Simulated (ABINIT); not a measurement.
# SiC (P6_3mc): making up for missing bands, part 2 of 2

Aim: few bands, with and without a completion of the sum over empty states, for SiC (P6_3mc).

ABINIT 10.8.3; PBE and many-body steps on it, plane waves. Known limits of the many-body steps: short of the basis limit.

So far. Step 3 (Screening, 6×6×4 mesh, 180 bands, screening to 228.6 eV): Local fields lower ε∞ by 9 %. Step 4 (180 bands): The gap on the mesh goes from 2.28 eV to 2.98 eV, a correction of +0.71 eV.

### 6. 23 bands

This step: G0W0 on PBE, plane waves, norm-conserving pseudopotentials.

File run.abi:

```
acell 3*1.0 Angstrom
rprim 
  3.073513928196 0.000000000001 0.000000000000
  -1.536756964099 2.661741140703 0.000000000000
  0.000000000000 0.000000000000 5.045247710000
ntypat 2
znucl 14 6
natom 4
typat 1 1 2 2
xred 
  0.333333333333 0.666666666667 0.499602400000
  0.666666666667 0.333333333333 0.999602400000
  0.333333333333 0.666666666667 0.875397600000
  0.666666666667 0.333333333333 0.375397600000
pp_dirpath "pseudos"
pseudos "Si.upf, C.upf"
ecut 37
ngkpt 6 6 4
nshiftk 1
shiftk 0 0 0
kptopt 1
chksymbreak 0
istwfk *1
occopt 1
irdwfk 1
optdriver 4
nband 23
gwcalctyp 0
ecutsigx 37
symsigma 1
nkptgw 3
kptgw 
  0.0000000000 0.0000000000 0.0000000000
  0.3333333333 0.3333333333 0.0000000000
  0.5000000000 0.0000000000 0.0000000000
bdgw 
  7 10
  6 10
  7 10
ecuteps 8.4
irdscr 1
ppmodel 1
indata_prefix "in"
outdata_prefix "out"
tmpdata_prefix "tmp"
```

The run is started by

```
$ OMP_NUM_THREADS=1 mpirun -n 4 abinit run.abi > log
```

Standard output:

```text
.Version 10.8.3 of ABINIT. v10.8.2 released Aug 2026.

 Symmetries : space group P6_3 m c (#186); Bravais hP (primitive hexag.)
[... echo of the input left out ...]
== DATASET  1 ==================================================================
-   mpi_nproc: 4, omp_nthreads: 1 (-1 if OMP is not activated)

--- !DatasetInfo
iteration_state: {dtset: 1, }
dimensions: {natom: 4, nkpt: 21, mband: 23, nsppol: 1, nspinor: 1, nspden: 1, mpw: 3015, }
cutoff_energies: {ecut:  37.0, pawecutdg:  -1.0, }
electrons: {nelect:   1.60000000E+01, charge:   0.00000000E+00, occopt:   1.00000000E+00, tsmear:   1.00000000E-02, }

 SIGMA: Calculation of the GW corrections

 Based on a program developped by R.W. Godby, V. Olevano, G. Onida, and L. Reining.
 Incorporated in ABINIT by V. Olevano, G.-M. Rignanese, and M. Torrent.
.Using double precision arithmetic ; gwpc =  8

[... cell and pseudopotentials left out ...]
--------------------------------------------------------------------------------

 ==== K-mesh for the wavefunctions ====
 Number of points in the irreducible wedge :    21
[... list of points left out ...]
 Together with 12 symmetry operations and time-reversal symmetry
 yields   144 points in the full Brillouin Zone.

 ==== Q-mesh for screening function ====
 Number of points in the irreducible wedge :    21
[... list of points left out ...]
 Together with 12 symmetry operations and time-reversal symmetry
 yields   144 points in the full Brillouin Zone.

 vcoul_init : cutoff-mode = AUXILIARY_FUNCTION
 q-points for optical limit:   1
     1)      0.000010    0.000020    0.000030
 setmesh: FFT mesh size selected  =    27x   27x   54
          total number of points  =        39366

 Number of electrons calculated from density =   16.0000; Expected =   16.0000
[...]
number of plane-waves for wavefunctions          2973
 number of bands                                    23
 number of q-points in IBZ                          21
 number of frequencies                               2
 number of real frequencies                          1
 number of imag frequencies                          1

 matrix elements of self-energy operator (all in [eV])

 Perturbative Calculation

--- !SelfEnergy_ee
iteration_state: {dtset: 1, }
kpoint     : [   0.000,    0.000,    0.000, ]
spin       : 1
KS_gap     :    4.820
QP_gap     :    5.715
Delta_QP_KS:    0.895
data: !SigmaeeData |
     Band     E0 <VxcDFT>   SigX SigC(E0)      Z dSigC/dE  Sig(E)    E-E0       E
        7   7.012 -15.027 -17.600   3.263   0.802  -0.246 -14.473   0.554   7.566
        8   7.012 -15.027 -17.600   3.263   0.802  -0.246 -14.473   0.554   7.566
        9  11.832 -12.163  -6.994  -3.398   0.818  -0.222 -10.714   1.449  13.281
[...]
--- !SelfEnergy_ee
iteration_state: {dtset: 1, }
kpoint     : [   0.333,    0.333,    0.000, ]
spin       : 1
KS_gap     :    6.117
QP_gap     :    7.244
Delta_QP_KS:    1.127
data: !SigmaeeData |
     Band     E0 <VxcDFT>   SigX SigC(E0)      Z dSigC/dE  Sig(E)    E-E0       E
[...]
--- !SelfEnergy_ee
iteration_state: {dtset: 1, }
kpoint     : [   0.500,    0.000,    0.000, ]
spin       : 1
KS_gap     :    3.985
QP_gap     :    4.851
Delta_QP_KS:    0.866
data: !SigmaeeData |
     Band     E0 <VxcDFT>   SigX SigC(E0)      Z dSigC/dE  Sig(E)    E-E0       E
[...]
9   9.798 -10.579  -6.048  -3.112   0.832  -0.202  -9.398   1.181  10.979
       10  11.240 -11.760  -6.959  -3.033   0.821  -0.218 -10.309   1.451  12.690

== END DATASET(S) ==============================================================
================================================================================

 -outvars: echo values of variables after computation  --------
           etotal      0.0000000000E+00
            nband          23
             nkpt          21
          spgroup         186
 [... the other variables as echoed above ...]

 Calculation completed.
```

Wall time 14 s (4 MPI ranks of Arm Neoverse V1, shared host); peak memory 1 GiB; 56 s of CPU time.

Read from the output:

| Property | Result |
| --- | --- |
| G0W0 gap on the mesh | 2.777 eV |
| starting gap on the mesh | 2.275 eV |
| k of the valence top | 0, 0, 0 |
| k of the conduction bottom | 0.3333, 0.3333, 0 |
| Z at the valence top | 0.802 |
| Z at the conduction bottom | 0.834 |
| least direct G0W0 gap on the computed points | 4.851 eV |

Against G0W0 in ABINIT (6×6×4 mesh, 180 bands, screening to 228.6 eV, Godby-Needs plasmon pole), the gap moves by −0.204 eV.

### 7. Screening, 6×6×4 mesh, 23 bands, screening to 228.6 eV

This step: RPA screening on PBE, plane waves, norm-conserving pseudopotentials.

run.abi, as its differences from that of step 6:

```diff
@@ -25,19 +25,10 @@
 irdwfk 1
-optdriver 4
+optdriver 3
 nband 23
-gwcalctyp 0
-ecutsigx 37
-symsigma 1
-nkptgw 3
-kptgw 
-  0.0000000000 0.0000000000 0.0000000000
-  0.3333333333 0.3333333333 0.0000000000
-  0.5000000000 0.0000000000 0.0000000000
-bdgw 
-  7 10
-  6 10
-  7 10
 ecuteps 8.4
-irdscr 1
-ppmodel 1
+inclvkb 2
+awtr 1
+symchi 1
+gwcomp 1
+gwencomp 2
 indata_prefix "in"
```

Standard output:

```text
.Version 10.8.3 of ABINIT. v10.8.2 released Aug 2026.

 Symmetries : space group P6_3 m c (#186); Bravais hP (primitive hexag.)
[... echo of the input left out ...]
== DATASET  1 ==================================================================
-   mpi_nproc: 4, omp_nthreads: 1 (-1 if OMP is not activated)

--- !DatasetInfo
iteration_state: {dtset: 1, }
dimensions: {natom: 4, nkpt: 21, mband: 23, nsppol: 1, nspinor: 1, nspden: 1, mpw: 3015, }
cutoff_energies: {ecut:  37.0, pawecutdg:  -1.0, }
[...]
--------------------------------------------------------------------------------
[... chi0 elements left out ...]
 For q-point:  0.000010 0.000020 0.000030
  dielectric constant =   6.8660
  dielectric constant without local fields =   7.4584

  Average fulfillment of the sum rule on Im[epsilon] for q-point    1 :    130.12  [%]
[... wings left out ...]
  q-point number  2        q = ( 0.166667, 0.000000, 0.000000) [r.l.u.]
--------------------------------------------------------------------------------
[... chi0 elements left out ...]
  Average fulfillment of the sum rule on Im[epsilon] for q-point    2 :    118.61  [%]

 [... 19 further q-points ...]
```

Elapsed: 3.3 min, on 4 MPI ranks; peak memory 0.75 GiB; 13 min of CPU time.

Read from the output:

- ε∞ with local fields, on this mesh: 6.866
- ε∞ without local fields, on this mesh: 7.458
- plasma frequency: 23.12 eV
- plane waves in the screening matrix: 313

### 8. 23 bands, completed

This step: G0W0 on PBE, plane waves, norm-conserving pseudopotentials.

run.abi, as its differences from that of step 7:

```diff
@@ -25,8 +25,19 @@
 irdwfk 1
-optdriver 3
+optdriver 4
 nband 23
+gwcalctyp 0
+ecutsigx 37
+symsigma 1
+nkptgw 3
+kptgw 
+  0.0000000000 0.0000000000 0.0000000000
+  0.3333333333 0.3333333333 0.0000000000
+  0.5000000000 0.0000000000 0.0000000000
+bdgw 
+  7 10
+  6 10
+  7 10
 ecuteps 8.4
-inclvkb 2
-awtr 1
-symchi 1
+irdscr 1
+ppmodel 1
 gwcomp 1
```

Standard output:

```text
.Version 10.8.3 of ABINIT. v10.8.2 released Aug 2026.

 Symmetries : space group P6_3 m c (#186); Bravais hP (primitive hexag.)
[... echo of the input left out ...]
== DATASET  1 ==================================================================
-   mpi_nproc: 4, omp_nthreads: 1 (-1 if OMP is not activated)

--- !DatasetInfo
iteration_state: {dtset: 1, }
dimensions: {natom: 4, nkpt: 21, mband: 23, nsppol: 1, nspinor: 1, nspden: 1, mpw: 3015, }
cutoff_energies: {ecut:  37.0, pawecutdg:  -1.0, }
[...]
Band     E0 <VxcDFT>   SigX SigC(E0)      Z dSigC/dE  Sig(E)    E-E0       E
[...]
9   9.798 -10.579  -6.048  -4.002   0.833  -0.201 -10.139   0.440  10.238
       10  11.240 -11.760  -6.959  -4.109   0.822  -0.216 -11.191   0.569  11.808

== END DATASET(S) ==============================================================
================================================================================

 -outvars: echo values of variables after computation  --------
           etotal      0.0000000000E+00
            nband          23
             nkpt          21
          spgroup         186
 [... the other variables as echoed above ...]

 Calculation completed.
```

Run time: 15 s. Hardware: 4 MPI ranks; peak memory 1 GiB; 61 s of CPU time.

This step gave:

```yaml
g0w0_gap_on_the_mesh: 3.139 eV
starting_gap_on_the_mesh: 2.275 eV
k_of_the_valence_top: 0, 0, 0
k_of_the_conduction_bottom: 0.3333, 0.3333, 0
least_direct_g0w0_gap_on_the_computed_points: 5.061 eV
```

Against G0W0 in ABINIT (6×6×4 mesh, 180 bands, screening to 228.6 eV, Godby-Needs plasmon pole), the gap moves by +0.158 eV.

### 9. Screening, 6×6×4 mesh, 68 bands, screening to 228.6 eV

This step: RPA screening on PBE, plane waves, norm-conserving pseudopotentials.

run.abi, as its differences from that of step 8:

```diff
@@ -25,21 +25,8 @@
 irdwfk 1
-optdriver 4
-nband 23
-gwcalctyp 0
-ecutsigx 37
-symsigma 1
-nkptgw 3
-kptgw 
-  0.0000000000 0.0000000000 0.0000000000
-  0.3333333333 0.3333333333 0.0000000000
-  0.5000000000 0.0000000000 0.0000000000
-bdgw 
-  7 10
-  6 10
-  7 10
+optdriver 3
+nband 68
 ecuteps 8.4
-irdscr 1
-ppmodel 1
-gwcomp 1
-gwencomp 2
+inclvkb 2
+awtr 1
+symchi 1
 indata_prefix "in"
```

Standard output:

```text
.Version 10.8.3 of ABINIT. v10.8.2 released Aug 2026.

 Symmetries : space group P6_3 m c (#186); Bravais hP (primitive hexag.)
[... echo of the input left out ...]
== DATASET  1 ==================================================================
-   mpi_nproc: 4, omp_nthreads: 1 (-1 if OMP is not activated)

--- !DatasetInfo
iteration_state: {dtset: 1, }
dimensions: {natom: 4, nkpt: 21, mband: 68, nsppol: 1, nspinor: 1, nspden: 1, mpw: 3015, }
cutoff_energies: {ecut:  37.0, pawecutdg:  -1.0, }
[...]
--------------------------------------------------------------------------------
[... chi0 elements left out ...]
 For q-point:  0.000010 0.000020 0.000030
  dielectric constant =   6.8443
  dielectric constant without local fields =   7.5058

  Average fulfillment of the sum rule on Im[epsilon] for q-point    1 :     74.46  [%]
[... wings left out ...]
  q-point number  2        q = ( 0.166667, 0.000000, 0.000000) [r.l.u.]
--------------------------------------------------------------------------------
[... chi0 elements left out ...]
  Average fulfillment of the sum rule on Im[epsilon] for q-point    2 :     86.72  [%]

 [... 19 further q-points ...]
```

Wall time 1.9 min (4 MPI ranks); peak memory 1.1 GiB.

Read from the output:

```
ε∞ with local fields, on this mesh    : 6.844
ε∞ without local fields, on this mesh : 7.506
plasma frequency                      : 23.12 eV
plane waves in the screening matrix   : 313
```

### 10. 68 bands

This step: G0W0 on PBE, plane waves, norm-conserving pseudopotentials.

run.abi, as its differences from that of step 9:

```diff
@@ -25,8 +25,19 @@
 irdwfk 1
-optdriver 3
+optdriver 4
 nband 68
+gwcalctyp 0
+ecutsigx 37
+symsigma 1
+nkptgw 3
+kptgw 
+  0.0000000000 0.0000000000 0.0000000000
+  0.3333333333 0.3333333333 0.0000000000
+  0.5000000000 0.0000000000 0.0000000000
+bdgw 
+  7 10
+  6 10
+  7 10
 ecuteps 8.4
-inclvkb 2
-awtr 1
-symchi 1
+irdscr 1
+ppmodel 1
 indata_prefix "in"
```

Standard output:

```text
.Version 10.8.3 of ABINIT. v10.8.2 released Aug 2026.

 Symmetries : space group P6_3 m c (#186); Bravais hP (primitive hexag.)
[... echo of the input left out ...]
== DATASET  1 ==================================================================
-   mpi_nproc: 4, omp_nthreads: 1 (-1 if OMP is not activated)

--- !DatasetInfo
iteration_state: {dtset: 1, }
dimensions: {natom: 4, nkpt: 21, mband: 68, nsppol: 1, nspinor: 1, nspden: 1, mpw: 3015, }
cutoff_energies: {ecut:  37.0, pawecutdg:  -1.0, }
[...]
Band     E0 <VxcDFT>   SigX SigC(E0)      Z dSigC/dE  Sig(E)    E-E0       E
[...]
9   9.798 -10.579  -6.048  -3.975   0.822  -0.216 -10.122   0.457  10.255
       10  11.240 -11.760  -6.959  -4.005   0.811  -0.233 -11.115   0.645  11.885

== END DATASET(S) ==============================================================
================================================================================

 -outvars: echo values of variables after computation  --------
           etotal      0.0000000000E+00
            nband          68
             nkpt          21
          spgroup         186
 [... the other variables as echoed above ...]

 Calculation completed.
```

The job ended after 34 s (4 MPI ranks; peak memory 1.4 GiB).

Read from the output:

```
G0W0 gap on the mesh                         : 2.838 eV
starting gap on the mesh                     : 2.275 eV
k of the valence top                         : 0, 0, 0
k of the conduction bottom                   : 0.3333, 0.3333, 0
least direct G0W0 gap on the computed points : 4.808 eV
```

Against G0W0 in ABINIT (6×6×4 mesh, 180 bands, screening to 228.6 eV, Godby-Needs plasmon pole), the gap moves by −0.143 eV.

### 11. Screening, 6×6×4 mesh, 68 bands, screening to 228.6 eV

This step: RPA screening on PBE, plane waves, norm-conserving pseudopotentials.

run.abi, as its differences from that of step 10:

```diff
@@ -25,19 +25,10 @@
 irdwfk 1
-optdriver 4
+optdriver 3
 nband 68
-gwcalctyp 0
-ecutsigx 37
-symsigma 1
-nkptgw 3
-kptgw 
-  0.0000000000 0.0000000000 0.0000000000
-  0.3333333333 0.3333333333 0.0000000000
-  0.5000000000 0.0000000000 0.0000000000
-bdgw 
-  7 10
-  6 10
-  7 10
 ecuteps 8.4
-irdscr 1
-ppmodel 1
+inclvkb 2
+awtr 1
+symchi 1
+gwcomp 1
+gwencomp 1.5
 indata_prefix "in"
```

Standard output:

```text
.Version 10.8.3 of ABINIT. v10.8.2 released Aug 2026.

 Symmetries : space group P6_3 m c (#186); Bravais hP (primitive hexag.)
[... echo of the input left out ...]
== DATASET  1 ==================================================================
-   mpi_nproc: 4, omp_nthreads: 1 (-1 if OMP is not activated)

--- !DatasetInfo
iteration_state: {dtset: 1, }
dimensions: {natom: 4, nkpt: 21, mband: 68, nsppol: 1, nspinor: 1, nspden: 1, mpw: 3015, }
cutoff_energies: {ecut:  37.0, pawecutdg:  -1.0, }
[...]
--------------------------------------------------------------------------------
[... chi0 elements left out ...]
 For q-point:  0.000010 0.000020 0.000030
  dielectric constant =   6.8546
  dielectric constant without local fields =   7.5058

  Average fulfillment of the sum rule on Im[epsilon] for q-point    1 :     99.11  [%]
[... wings left out ...]
  q-point number  2        q = ( 0.166667, 0.000000, 0.000000) [r.l.u.]
--------------------------------------------------------------------------------
[... chi0 elements left out ...]
  Average fulfillment of the sum rule on Im[epsilon] for q-point    2 :     98.72  [%]

 [... 19 further q-points ...]
```

The job ended after 2.9 min (4 MPI ranks; peak memory 1.1 GiB; 12 min of CPU time).

This step gave:

* ε∞ with local fields, on this mesh: 6.855
* ε∞ without local fields, on this mesh: 7.506
* plasma frequency: 23.12 eV
* plane waves in the screening matrix: 313

### 12. 68 bands, completed

This step: G0W0 on PBE, plane waves, norm-conserving pseudopotentials.

run.abi, as its differences from that of step 11:

```diff
@@ -25,8 +25,19 @@
 irdwfk 1
-optdriver 3
+optdriver 4
 nband 68
+gwcalctyp 0
+ecutsigx 37
+symsigma 1
+nkptgw 3
+kptgw 
+  0.0000000000 0.0000000000 0.0000000000
+  0.3333333333 0.3333333333 0.0000000000
+  0.5000000000 0.0000000000 0.0000000000
+bdgw 
+  7 10
+  6 10
+  7 10
 ecuteps 8.4
-inclvkb 2
-awtr 1
-symchi 1
+irdscr 1
+ppmodel 1
 gwcomp 1
```

Standard output:

```text
.Version 10.8.3 of ABINIT. v10.8.2 released Aug 2026.

 Symmetries : space group P6_3 m c (#186); Bravais hP (primitive hexag.)
[... echo of the input left out ...]
== DATASET  1 ==================================================================
-   mpi_nproc: 4, omp_nthreads: 1 (-1 if OMP is not activated)

--- !DatasetInfo
iteration_state: {dtset: 1, }
dimensions: {natom: 4, nkpt: 21, mband: 68, nsppol: 1, nspinor: 1, nspden: 1, mpw: 3015, }
cutoff_energies: {ecut:  37.0, pawecutdg:  -1.0, }
[...]
Band     E0 <VxcDFT>   SigX SigC(E0)      Z dSigC/dE  Sig(E)    E-E0       E
[...]
9   9.798 -10.579  -6.048  -4.358   0.822  -0.216 -10.437   0.142   9.940
       10  11.240 -11.760  -6.959  -4.492   0.811  -0.234 -11.510   0.250  11.490

== END DATASET(S) ==============================================================
================================================================================

 -outvars: echo values of variables after computation  --------
           etotal      0.0000000000E+00
            nband          68
             nkpt          21
          spgroup         186
 [... the other variables as echoed above ...]

 Calculation completed.
```

Elapsed: 38 s, on 4 MPI ranks; peak memory 1.4 GiB.

Read from the output:

| Item | Value |
| --- | --- |
| G0W0 gap on the mesh | 3.091 eV |
| starting gap on the mesh | 2.275 eV |
| k of the valence top | 0, 0, 0 |
| k of the conduction bottom | 0.3333, 0.3333, 0 |
| least direct G0W0 gap on the computed points | 4.975 eV |

Against G0W0 in ABINIT (6×6×4 mesh, 180 bands, screening to 228.6 eV, Godby-Needs plasmon pole), the gap moves by +0.110 eV.

### 13. The runs together

Times are wall times on 4 MPI ranks of Arm Neoverse V1, shared host, good to a factor of about two. A run's time includes the screening step that it read.

```
                run   mesh  bands  screening cutoff (eV)  DFT gap (eV)  gap on the mesh (eV)  direct (eV)  ε∞ used     time
          180 bands  6×6×4    180                  228.6         2.275                 2.981        4.902     6.85  6.4 min
           23 bands  6×6×4     23                  228.6         2.275                 2.777        4.851     6.82     46 s
23 bands, completed  6×6×4     23                  228.6         2.275                 3.139        5.061     6.87  3.6 min
           68 bands  6×6×4     68                  228.6         2.275                 2.838        4.808     6.84  2.5 min
68 bands, completed  6×6×4     68                  228.6         2.275                 3.091        4.975     6.85  3.5 min
```

### 14. Outcome

```json
{
 "180 bands": "2.981 eV",
 "23 bands": "2.777 eV",
 "23 bands, completed": "3.139 eV",
 "68 bands": "2.838 eV",
 "68 bands, completed": "3.091 eV"
}
```

23 bands: −0.204 eV against 180 bands. 23 bands, completed: +0.158 eV against 180 bands. 68 bands: −0.143 eV against 180 bands. 68 bands, completed: +0.110 eV against 180 bands. The row with most bands is itself short of the limit, so it is no exact reference, and agreement of a truncated run with it can be a cancellation between the edges.

[Long decimals in the printed logs are rounded to 6 places.]

[Logs are printed without paths, hosts, clocks, repeated set-up lines and the standing remarks that a program may print on its own settings, such as how far it seeks lower states.]

[Paths, hosts, dates, memory and timing lines, banners, echoed tables and standing remarks are left out of the program output; an Ansatz launch command may be rebuilt from the run's recorded settings. Measured values are a selection of at most five: reports struck by readers or far from the other reports are left out. None is set beside runs whose start may be inverted or whose files or cutoffs have a known fault.]

[Runs of the session that timed out or met a known fault of the program may be left out.]

[Hosts, paths, dates, database ids (printed as entryN), source tags and the programs' standing remarks are cut or masked in the printed files.]

[G0W0 gaps are taken among the corrected bands and points alone; a level outside them can change the order at an edge.]

[Where Ansatz stands beside ABINIT at settings called matched, ABINIT's density can come from a denser mesh and the files from another edition; pairs whose starting gaps differed by over 0.03 eV were left out, so agreement reads better than it is.]
